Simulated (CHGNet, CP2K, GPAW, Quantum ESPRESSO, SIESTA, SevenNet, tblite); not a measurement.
## Twisted h-SiC/h-AlN monolayer on bilayer, 46.83° (114 atoms): runs against a plane-wave reference

The cell holds 114 atoms: 38 Si, 38 C, 19 Al and 19 N. Its edges and angles: a = 13.578 Å, b = 13.578 Å, c = 18.580 Å, α = 90.0°, β = 90.0°, γ = 120.0°. It derives from SiC. h-SiC (a = 3.1 Å) under h-AlN (a = 3.13 Å), monolayer on bilayer, commensurate cell of 19 unit cells a layer, twist 46.83 deg, both strained to the mean lattice constant; facing planes 3.19, 3.39 Å apart; 12 Å of vacuum; layers as built, displaced by a Gaussian of 0.01 Å. Then every atom was moved at random, 0.05 Å r.m.s. a Cartesian component. Regions: layer 1, 38 atoms (19 Si and 19 C); layer 2, 38 atoms (19 Si and 19 C); layer 3, 38 atoms (19 Al and 19 N). Vacuum lies along c.

Geometry: as built.

The reference, a calculation:

* method: Kohn-Sham DFT, PBE, SSSP efficiency 1.3.0 pseudopotentials, plane waves (Quantum ESPRESSO 7.5); sssp-pbe-1.3.0-efficiency, cutoffs 60/480 Ry, Γ point
* r.m.s. force component: 1.783 eV/Å
* longest force: 8.011 eV/Å
* gap (highest filled to lowest empty level): 2.044 eV
* time: 15 min on 4 MPI ranks of Arm Neoverse V1, shared host
* CPU time: 60 min

Runs, in no order:
A. tblite GFN1-xTB: GFN1-xTB tight binding, diagonalisation
B. CHGNet r2SCAN potential: machine-learned interatomic potential CHGNet r2SCAN, trained on r2SCAN plane-wave data
C. CP2K PBE, DZVP-MOLOPT-SR, 600/50 Ry, diagonalisation: Kohn-Sham DFT, PBE, GTH-PBE pseudopotentials, Gaussian and plane waves, DZVP-MOLOPT-SR-GTH, diagonalisation
D. SIESTA PBE, DZ, shift 0.01 Ry, mesh 500 Ry: Kohn-Sham DFT, PBE, PseudoDojo 0.4.1 norm-conserving pseudopotentials (converted to PSML), numerical atomic orbitals (DZ), diagonalisation

Q: Order them from the smallest to the largest r.m.s. force difference.

C, D, A, B.

```
                                                    run  Δ force, r.m.s. (meV/Å)  share of r.m.s. force (%)  CPU time
C. CP2K PBE, DZVP-MOLOPT-SR, 600/50 Ry, diagonalisation                     59.3                       3.33   9.6 min
          D. SIESTA PBE, DZ, shift 0.01 Ry, mesh 500 Ry                      205                       11.5   4.6 min
                                     A. tblite GFN1-xTB                      346                       19.4       8 s
                             B. CHGNet r2SCAN potential                      486                       27.3     3.7 s
```

Periodic xTB results under one method name differ between programs and library versions. Machine-learned potentials mimic data converged in k, so the reference's own k-point error enters their differences. The electronic-structure runs sample only Γ, in a cell whose shortest periodic width is 12 Å.

[Logs are printed without paths, hosts, clocks, repeated set-up lines and the standing remarks that a program may print on its own settings, such as how far it seeks lower states.]

[Hosts, paths, dates, database ids (printed as entryN), source tags and the programs' standing remarks are cut or masked in the printed files.]
